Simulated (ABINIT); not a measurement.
# Beyond one shot: CsAsF6 (R-3), part 2 of 3

How far does self-consistency move the gap of CsAsF6 (R-3)?

ABINIT 10.8.3; PBEsol and many-body steps on it, plane waves. Known limits of the many-body steps: not at the basis limit; no spin-orbit coupling; coarse k mesh.

So far. Step 5 (evGW0, cycle 1): Against G0W0 in ABINIT (2×2×2 mesh, 162 bands, screening to 130.6 eV, Godby-Needs plasmon pole), the gap moves by +0.886 eV. This first cycle still uses the starting levels; it takes the full correction, at all points of the mesh, and its linearised value is 10.411 eV. Step 6 (evGW0, cycle 2): Against the cycle before, the gap moves by −0.272 eV.

### Step 7. evGW0, cycle 3

Level of this step: evGW0 on PBEsol, plane waves, norm-conserving pseudopotentials (ABINIT).

The input, run.abi:

```
acell 3*1.0 Angstrom
rprim 
  3.855859826403 2.226181708716 2.622049894613
  -3.855859826403 2.226181708716 2.622049894613
  -0.000000000000 -4.452363417478 2.622049894574
ntypat 3
znucl 55 33 9
natom 8
typat 1 2 3 3 3 3 3 3
xred 
  0.500000000000 0.500000000000 0.500000000000
  -0.000000000000 -0.000000000000 -0.000000000000
  0.189597360000 0.275478300000 0.922344570000
  0.275478300000 0.922344570000 0.189597360000
  0.077655430000 0.810402640000 0.724521700000
  0.724521700000 0.077655430000 0.810402640000
  0.810402640000 0.724521700000 0.077655430000
  0.922344570000 0.189597360000 0.275478300000
pp_dirpath "pseudos"
pseudos "Cs.upf, As.upf, F.upf"
ecut 44
ngkpt 2 2 2
nshiftk 1
shiftk 0 0 0
kptopt 1
chksymbreak 0
istwfk *1
occopt 1
irdwfk 1
optdriver 4
nband 162
gwcalctyp 10
ecutsigx 44
symsigma 1
nkptgw 4
kptgw 
  0.0000000000 0.0000000000 0.0000000000
  0.5000000000 0.0000000000 0.0000000000
  0.5000000000 0.5000000000 0.0000000000
  0.5000000000 0.5000000000 0.5000000000
bdgw 
  17 48
  17 48
  17 48
  17 48
ecuteps 4.8
irdscr 1
ppmodel 1
irdqps 1
indata_prefix "in"
outdata_prefix "out"
tmpdata_prefix "tmp"
```

Launch:

```bash
$ OMP_NUM_THREADS=1 mpirun -n 4 abinit run.abi > log
```

Log:

```text
.Version 10.8.3 of ABINIT. v10.8.2 released Aug 2026.

 Symmetries : space group R-3 (#148); Bravais hR (rhombohedral)
[... echo of the input left out ...]
== DATASET  1 ==================================================================
-   mpi_nproc: 4, omp_nthreads: 1 (-1 if OMP is not activated)

--- !DatasetInfo
iteration_state: {dtset: 1, }
dimensions: {natom: 8, nkpt: 4, mband: 162, nsppol: 1, nspinor: 1, nspden: 1, mpw: 12752, }
cutoff_energies: {ecut:  44.0, pawecutdg:  -1.0, }
[...]
.  kptgw no:  2; Maximum DeltaE = (  -0.010   0.000) for band index: 22
.  kptgw no:  3; Maximum DeltaE = (  -0.003   0.000) for band index: 29
.  kptgw no:  4; Maximum DeltaE = (  -0.001   0.000) for band index: 31

== END DATASET(S) ==============================================================
================================================================================

 -outvars: echo values of variables after computation  --------
           etotal      0.0000000000E+00
            nband         162
             nkpt           4
          spgroup         148
 [... the other variables as echoed above ...]

 Calculation completed.
```

Wall time 4.6 min (4 MPI ranks of Arm Neoverse V2, shared host); peak memory 3.1 GiB.

This step gave:

```
quasiparticle gap on the mesh                         : 11.03 eV
gap of the density functional on the mesh             : 5.678 eV
k of the valence top                                  : 0, 0, 0
k of the conduction bottom                            : 0, 0, 0
least direct quasiparticle gap on the computed points : 11.03 eV
```

Against the cycle before, the gap moves by +0.008 eV.

### Step 8. Screening, 2×2×2 mesh, 162 bands, screening to 130.6 eV

This step: RPA screening on PBEsol, plane waves, norm-conserving pseudopotentials.

run.abi: that of step 7 with these lines changed.

```diff
@@ -29,22 +29,13 @@
 irdwfk 1
-optdriver 4
+optdriver 3
 nband 162
+ecuteps 4.8
+inclvkb 2
+awtr 1
+symchi 1
 gwcalctyp 10
-ecutsigx 44
-symsigma 1
-nkptgw 4
-kptgw 
-  0.0000000000 0.0000000000 0.0000000000
-  0.5000000000 0.0000000000 0.0000000000
-  0.5000000000 0.5000000000 0.0000000000
-  0.5000000000 0.5000000000 0.5000000000
-bdgw 
-  17 48
-  17 48
-  17 48
-  17 48
-ecuteps 4.8
-irdscr 1
-ppmodel 1
-irdqps 1
+mbpt_sciss 5.780 eV
+nqptdm 1
+qptdm 
+  0 0 0
 indata_prefix "in"
```

Log:

```text
.Version 10.8.3 of ABINIT. v10.8.2 released Aug 2026.

 Symmetries : space group R-3 (#148); Bravais hR (rhombohedral)
[... echo of the input left out ...]
== DATASET  1 ==================================================================
-   mpi_nproc: 4, omp_nthreads: 1 (-1 if OMP is not activated)

--- !DatasetInfo
iteration_state: {dtset: 1, }
dimensions: {natom: 8, nkpt: 4, mband: 162, nsppol: 1, nspinor: 1, nspden: 1, mpw: 12752, }
cutoff_energies: {ecut:  44.0, pawecutdg:  -1.0, }
electrons: {nelect:   7.40000000E+01, charge:   0.00000000E+00, occopt:   1.00000000E+00, tsmear:   1.00000000E-02, }

 SCREENING: Calculation of the susceptibility and dielectric matrices

 Based on a program developped by R.W. Godby, V. Olevano, G. Onida, and L. Reining.
 Incorporated in ABINIT by V. Olevano, G.-M. Rignanese, and M. Torrent.
.Using double precision arithmetic ; gwpc =  8

[... cell and pseudopotentials left out ...]
--------------------------------------------------------------------------------

 ==== K-mesh for the wavefunctions ====
 Number of points in the irreducible wedge :     4
[... list of points left out ...]
 Together with  6 symmetry operations and time-reversal symmetry
 yields     8 points in the full Brillouin Zone.

 ==== Q-mesh for the screening function ====
 Number of points in the irreducible wedge :     4
[... list of points left out ...]
 Together with  6 symmetry operations and time-reversal symmetry
 yields     8 points in the full Brillouin Zone.

 setmesh: FFT mesh size selected  =    40x   40x   40
          total number of points  =        64000

 vcoul_init : cutoff-mode = AUXILIARY_FUNCTION
 q-points for optical limit:   1
     1)      0.000010    0.000020    0.000030

 Dielectric matrix will be calculated only for some
 selected q points provided by the user through the input variables
 nqptdm and qptdm

- screening: taking advantage of time-reversal symmetry
- Maximum band index for partially occupied states nbvw = 37
- Remaining bands to be divided among processors   nbcw = 125
- Number of bands treated by each node ~31

 rdqps: reading QP wavefunctions of the previous step
        looking for file in_QPS
 file not found, 1st iteration initialized with KS eigenelements

 screening : performing a first self-consistency
 update of the energies in W by a scissor operator
 applying a scissor operator of [eV] :   5.780

 Number of electrons calculated from density =   74.0000; Expected =   74.0000
 average of density, n =  0.081201
 r_s =    1.4326
 omega_plasma =   27.4876 [eV]

 calculating chi0 at frequencies [eV] :
  1    0.000000E+00    0.000000E+00
  2    0.000000E+00    2.748756E+01

--------------------------------------------------------------------------------
  q-point number  1        q = ( 0.000000, 0.000000, 0.000000) [r.l.u.]
--------------------------------------------------------------------------------
[... chi0 elements left out ...]
 For q-point:  0.000010 0.000020 0.000030
  dielectric constant =   1.7532
  dielectric constant without local fields =   1.9102

  Average fulfillment of the sum rule on Im[epsilon] for q-point    1 :     48.17  [%]
[... wings left out ...]
== END DATASET(S) ==============================================================
================================================================================

 -outvars: echo values of variables after computation  --------
           etotal      0.0000000000E+00
            nband         162
             nkpt           4
          spgroup         148
 [... the other variables as echoed above ...]

 Calculation completed.
```

Wall time 58 s (4 MPI ranks); peak memory 2.4 GiB; 3.9 min of CPU time.

Numbers from this step:

```yaml
eps_infinity_with_local_fields_on_this_mesh_along_the_program_s_q_direction: 1.753
the_same_without_local_fields: 1.910
plasma_frequency: 27.49 eV
plane_waves_in_the_screening_matrix: 455
```

This screening uses the functional's bands under a rigid shift, the mean opening of the cycle before.

### Step 9. Screening, 2×2×2 mesh, 162 bands, screening to 130.6 eV

This step: RPA screening on PBEsol from quasiparticle energies, plane waves, norm-conserving pseudopotentials.

run.abi: that of step 8 with these lines changed.

```diff
@@ -35,7 +35,9 @@
 symchi 1
+irdqps 1
 gwcalctyp 10
-mbpt_sciss 5.780 eV
-nqptdm 1
+nqptdm 3
 qptdm 
-  0 0 0
+  0.5000000000 0.0000000000 0.0000000000
+  0.5000000000 0.5000000000 0.0000000000
+  0.5000000000 0.5000000000 0.5000000000
 indata_prefix "in"
```

The input, mrgscr.stdin:

```
2
merged
q0_SCR
out_SCR
1
```

Launch:

```bash
$ OMP_NUM_THREADS=1 mpirun -n 4 abinit run.abi > log; mrgscr < mrgscr.stdin
```

Log:

```text
.Version 10.8.3 of ABINIT. v10.8.2 released Aug 2026.

 Symmetries : space group R-3 (#148); Bravais hR (rhombohedral)
[... echo of the input left out ...]
== DATASET  1 ==================================================================
-   mpi_nproc: 4, omp_nthreads: 1 (-1 if OMP is not activated)

--- !DatasetInfo
iteration_state: {dtset: 1, }
dimensions: {natom: 8, nkpt: 4, mband: 162, nsppol: 1, nspinor: 1, nspden: 1, mpw: 12752, }
cutoff_energies: {ecut:  44.0, pawecutdg:  -1.0, }
[...]
q-point number  1        q = ( 0.500000, 0.000000, 0.000000) [r.l.u.]
--------------------------------------------------------------------------------
[... chi0 elements left out ...]
  Average fulfillment of the sum rule on Im[epsilon] for q-point    2 :     50.62  [%]

--------------------------------------------------------------------------------
  q-point number  2        q = ( 0.500000, 0.500000, 0.000000) [r.l.u.]
--------------------------------------------------------------------------------
[... chi0 elements left out ...]
  Average fulfillment of the sum rule on Im[epsilon] for q-point    3 :     48.71  [%]

 [... 1 further q-points ...]
```

Wall time 25 s (4 MPI ranks); peak memory 1.6 GiB; 100 s of CPU time.

Numbers from this step:

- plasma frequency: 27.49 eV
- plane waves in the screening matrix: 455

This screening reads the quasiparticle levels of the cycle before.

### Step 10. evGW, cycle 1

This step: evGW on PBEsol, plane waves, norm-conserving pseudopotentials.

run.abi: that of step 9 with these lines changed.

```diff
@@ -29,12 +29,10 @@
 irdwfk 1
-optdriver 3
+optdriver 4
 nband 162
-ecuteps 4.8
-inclvkb 2
-awtr 1
-symchi 1
-irdqps 1
 gwcalctyp 10
-nqptdm 3
-qptdm 
+ecutsigx 44
+symsigma 1
+nkptgw 4
+kptgw 
+  0.0000000000 0.0000000000 0.0000000000
   0.5000000000 0.0000000000 0.0000000000
@@ -42,2 +40,11 @@
   0.5000000000 0.5000000000 0.5000000000
+bdgw 
+  17 48
+  17 48
+  17 48
+  17 48
+ecuteps 4.8
+irdscr 1
+ppmodel 1
+irdqps 1
 indata_prefix "in"
```

Launch:

```bash
$ OMP_NUM_THREADS=1 mpirun -n 4 abinit run.abi > log
```

Log:

```text
.Version 10.8.3 of ABINIT. v10.8.2 released Aug 2026.

 Symmetries : space group R-3 (#148); Bravais hR (rhombohedral)
[... echo of the input left out ...]
== DATASET  1 ==================================================================
-   mpi_nproc: 4, omp_nthreads: 1 (-1 if OMP is not activated)

--- !DatasetInfo
iteration_state: {dtset: 1, }
dimensions: {natom: 8, nkpt: 4, mband: 162, nsppol: 1, nspinor: 1, nspden: 1, mpw: 12752, }
cutoff_energies: {ecut:  44.0, pawecutdg:  -1.0, }
[...]
.  kptgw no:  2; Maximum DeltaE = (  -0.493  -0.000) for band index:  1
.  kptgw no:  3; Maximum DeltaE = (  -0.554   0.000) for band index: 24
.  kptgw no:  4; Maximum DeltaE = (  -0.493   0.000) for band index:  1

== END DATASET(S) ==============================================================
================================================================================

 -outvars: echo values of variables after computation  --------
           etotal      0.0000000000E+00
            nband         162
             nkpt           4
          spgroup         148
 [... the other variables as echoed above ...]

 Calculation completed.
```

Elapsed: 4.6 min, on 4 MPI ranks; peak memory 3.1 GiB.

Numbers from this step:

* quasiparticle gap on the mesh: 11.89 eV
* gap of the density functional on the mesh: 5.678 eV
* k of the valence top: 0, 0, 0
* k of the conduction bottom: 0, 0, 0
* least direct quasiparticle gap on the computed points: 11.89 eV

Against G0W0 in ABINIT (2×2×2 mesh, 162 bands, screening to 130.6 eV, Godby-Needs plasmon pole), the gap moves by +1.475 eV.

### Step 11. Screening, 2×2×2 mesh, 162 bands, screening to 130.6 eV

This step: RPA screening on PBEsol, plane waves, norm-conserving pseudopotentials.

run.abi: that of step 10 with these lines changed.

```diff
@@ -29,22 +29,13 @@
 irdwfk 1
-optdriver 4
+optdriver 3
 nband 162
+ecuteps 4.8
+inclvkb 2
+awtr 1
+symchi 1
 gwcalctyp 10
-ecutsigx 44
-symsigma 1
-nkptgw 4
-kptgw 
-  0.0000000000 0.0000000000 0.0000000000
-  0.5000000000 0.0000000000 0.0000000000
-  0.5000000000 0.5000000000 0.0000000000
-  0.5000000000 0.5000000000 0.5000000000
-bdgw 
-  17 48
-  17 48
-  17 48
-  17 48
-ecuteps 4.8
-irdscr 1
-ppmodel 1
-irdqps 1
+mbpt_sciss 6.642 eV
+nqptdm 1
+qptdm 
+  0 0 0
 indata_prefix "in"
```

Log:

```text
.Version 10.8.3 of ABINIT. v10.8.2 released Aug 2026.

 Symmetries : space group R-3 (#148); Bravais hR (rhombohedral)
[... echo of the input left out ...]
== DATASET  1 ==================================================================
-   mpi_nproc: 4, omp_nthreads: 1 (-1 if OMP is not activated)

--- !DatasetInfo
iteration_state: {dtset: 1, }
dimensions: {natom: 8, nkpt: 4, mband: 162, nsppol: 1, nspinor: 1, nspden: 1, mpw: 12752, }
cutoff_energies: {ecut:  44.0, pawecutdg:  -1.0, }
[...]
[... chi0 elements left out ...]
 For q-point:  0.000010 0.000020 0.000030
  dielectric constant =   1.7265
  dielectric constant without local fields =   1.8735

  Average fulfillment of the sum rule on Im[epsilon] for q-point    1 :     49.35  [%]
[... wings left out ...]
== END DATASET(S) ==============================================================
================================================================================

 -outvars: echo values of variables after computation  --------
           etotal      0.0000000000E+00
            nband         162
             nkpt           4
          spgroup         148
 [... the other variables as echoed above ...]

 Calculation completed.
```

The job ended after 59 s (4 MPI ranks; peak memory 2.3 GiB).

Numbers from this step:

```yaml
eps_infinity_with_local_fields_on_this_mesh_along_the_program_s_q_direction: 1.726
the_same_without_local_fields: 1.873
plasma_frequency: 27.49 eV
plane_waves_in_the_screening_matrix: 455
```

This screening uses the functional's bands under a rigid shift, the mean opening of the cycle before.

### Step 12. Screening, 2×2×2 mesh, 162 bands, screening to 130.6 eV

This step: RPA screening on PBEsol from quasiparticle energies, plane waves, norm-conserving pseudopotentials.

run.abi: that of step 11 with these lines changed.

```diff
@@ -35,7 +35,9 @@
 symchi 1
+irdqps 1
 gwcalctyp 10
-mbpt_sciss 6.642 eV
-nqptdm 1
+nqptdm 3
 qptdm 
-  0 0 0
+  0.5000000000 0.0000000000 0.0000000000
+  0.5000000000 0.5000000000 0.0000000000
+  0.5000000000 0.5000000000 0.5000000000
 indata_prefix "in"
```

mrgscr.stdin is that of step 9.

Launch:

```bash
$ OMP_NUM_THREADS=1 mpirun -n 4 abinit run.abi > log; mrgscr < mrgscr.stdin
```

Log:

```text
.Version 10.8.3 of ABINIT. v10.8.2 released Aug 2026.

 Symmetries : space group R-3 (#148); Bravais hR (rhombohedral)
[... echo of the input left out ...]
== DATASET  1 ==================================================================
-   mpi_nproc: 4, omp_nthreads: 1 (-1 if OMP is not activated)

--- !DatasetInfo
iteration_state: {dtset: 1, }
dimensions: {natom: 8, nkpt: 4, mband: 162, nsppol: 1, nspinor: 1, nspden: 1, mpw: 12752, }
cutoff_energies: {ecut:  44.0, pawecutdg:  -1.0, }
[...]
q-point number  1        q = ( 0.500000, 0.000000, 0.000000) [r.l.u.]
--------------------------------------------------------------------------------
[... chi0 elements left out ...]
  Average fulfillment of the sum rule on Im[epsilon] for q-point    2 :     51.68  [%]

--------------------------------------------------------------------------------
  q-point number  2        q = ( 0.500000, 0.500000, 0.000000) [r.l.u.]
--------------------------------------------------------------------------------
[... chi0 elements left out ...]
  Average fulfillment of the sum rule on Im[epsilon] for q-point    3 :     49.68  [%]

 [... 1 further q-points ...]
```

Wall time 25 s (4 MPI ranks); peak memory 1.6 GiB.

This step gave:

- plasma frequency: 27.49 eV
- plane waves in the screening matrix: 455

This screening reads the quasiparticle levels of the cycle before.

### Step 13. evGW, cycle 2

This step: evGW on PBEsol, plane waves, norm-conserving pseudopotentials.

run.abi: that of step 12 with these lines changed.

```diff
@@ -29,12 +29,10 @@
 irdwfk 1
-optdriver 3
+optdriver 4
 nband 162
-ecuteps 4.8
-inclvkb 2
-awtr 1
-symchi 1
-irdqps 1
 gwcalctyp 10
-nqptdm 3
-qptdm 
+ecutsigx 44
+symsigma 1
+nkptgw 4
+kptgw 
+  0.0000000000 0.0000000000 0.0000000000
   0.5000000000 0.0000000000 0.0000000000
@@ -42,2 +40,11 @@
   0.5000000000 0.5000000000 0.5000000000
+bdgw 
+  17 48
+  17 48
+  17 48
+  17 48
+ecuteps 4.8
+irdscr 1
+ppmodel 1
+irdqps 1
 indata_prefix "in"
```

Launch:

```bash
$ OMP_NUM_THREADS=1 mpirun -n 4 abinit run.abi > log
```

Log:

```text
.Version 10.8.3 of ABINIT. v10.8.2 released Aug 2026.

 Symmetries : space group R-3 (#148); Bravais hR (rhombohedral)
[... echo of the input left out ...]
== DATASET  1 ==================================================================
-   mpi_nproc: 4, omp_nthreads: 1 (-1 if OMP is not activated)

--- !DatasetInfo
iteration_state: {dtset: 1, }
dimensions: {natom: 8, nkpt: 4, mband: 162, nsppol: 1, nspinor: 1, nspden: 1, mpw: 12752, }
cutoff_energies: {ecut:  44.0, pawecutdg:  -1.0, }
[...]
.  kptgw no:  2; Maximum DeltaE = (  -0.035   0.000) for band index: 21
.  kptgw no:  3; Maximum DeltaE = (  -0.051  -0.000) for band index: 28
.  kptgw no:  4; Maximum DeltaE = (  -0.052   0.001) for band index: 19

== END DATASET(S) ==============================================================
================================================================================

 -outvars: echo values of variables after computation  --------
           etotal      0.0000000000E+00
            nband         162
             nkpt           4
          spgroup         148
 [... the other variables as echoed above ...]

 Calculation completed.
```

Elapsed: 4.5 min, on 4 MPI ranks; peak memory 3.1 GiB.

This step gave:

| Item | Value |
| --- | --- |
| quasiparticle gap on the mesh | 11.97 eV |
| gap of the density functional on the mesh | 5.678 eV |
| k of the valence top | 0, 0, 0 |
| k of the conduction bottom | 0, 0, 0 |
| least direct quasiparticle gap on the computed points | 11.97 eV |

Against the cycle before, the gap moves by +0.080 eV.

### Step 14. Screening, 2×2×2 mesh, 162 bands, screening to 130.6 eV

This step: RPA screening on PBEsol, plane waves, norm-conserving pseudopotentials.

run.abi: that of step 13 with these lines changed.

```diff
@@ -29,22 +29,13 @@
 irdwfk 1
-optdriver 4
+optdriver 3
 nband 162
+ecuteps 4.8
+inclvkb 2
+awtr 1
+symchi 1
 gwcalctyp 10
-ecutsigx 44
-symsigma 1
-nkptgw 4
-kptgw 
-  0.0000000000 0.0000000000 0.0000000000
-  0.5000000000 0.0000000000 0.0000000000
-  0.5000000000 0.5000000000 0.0000000000
-  0.5000000000 0.5000000000 0.5000000000
-bdgw 
-  17 48
-  17 48
-  17 48
-  17 48
-ecuteps 4.8
-irdscr 1
-ppmodel 1
-irdqps 1
+mbpt_sciss 6.720 eV
+nqptdm 1
+qptdm 
+  0 0 0
 indata_prefix "in"
```

Log:

```text
.Version 10.8.3 of ABINIT. v10.8.2 released Aug 2026.

 Symmetries : space group R-3 (#148); Bravais hR (rhombohedral)
[... echo of the input left out ...]
== DATASET  1 ==================================================================
-   mpi_nproc: 4, omp_nthreads: 1 (-1 if OMP is not activated)

--- !DatasetInfo
iteration_state: {dtset: 1, }
dimensions: {natom: 8, nkpt: 4, mband: 162, nsppol: 1, nspinor: 1, nspden: 1, mpw: 12752, }
cutoff_energies: {ecut:  44.0, pawecutdg:  -1.0, }
[...]
[... chi0 elements left out ...]
 For q-point:  0.000010 0.000020 0.000030
  dielectric constant =   1.7242
  dielectric constant without local fields =   1.8703

  Average fulfillment of the sum rule on Im[epsilon] for q-point    1 :     49.46  [%]
[... wings left out ...]
== END DATASET(S) ==============================================================
================================================================================

 -outvars: echo values of variables after computation  --------
           etotal      0.0000000000E+00
            nband         162
             nkpt           4
          spgroup         148
 [... the other variables as echoed above ...]

 Calculation completed.
```

It took 58 s on 4 MPI ranks; peak memory 2.4 GiB.

Numbers from this step:

```yaml
eps_infinity_with_local_fields_on_this_mesh_along_the_program_s_q_direction: 1.724
the_same_without_local_fields: 1.870
plasma_frequency: 27.49 eV
plane_waves_in_the_screening_matrix: 455
```

This screening uses the functional's bands under a rigid shift, the mean opening of the cycle before.

(Part 2 of 3 ends here.)

[Paths, hosts, dates, memory and timing lines, banners, echoed tables and standing remarks are left out of the program output.]

[Logs are printed without paths, hosts, clocks, repeated set-up lines and the standing remarks that a program may print on its own settings, such as how far it seeks lower states.]

[Runs of the session that timed out or met a known fault of the program may be left out.]

[Hosts, paths, dates, database ids (printed as entryN), source tags and the programs' standing remarks are cut or masked in the printed files.]

[G0W0 gaps are taken among the corrected bands and points alone; a level outside them can change the order at an edge.]

[Where Ansatz stands beside ABINIT at settings called matched, ABINIT's density can come from a denser mesh and the files from another edition; pairs whose starting gaps differed by over 0.03 eV were left out, so agreement reads better than it is.]
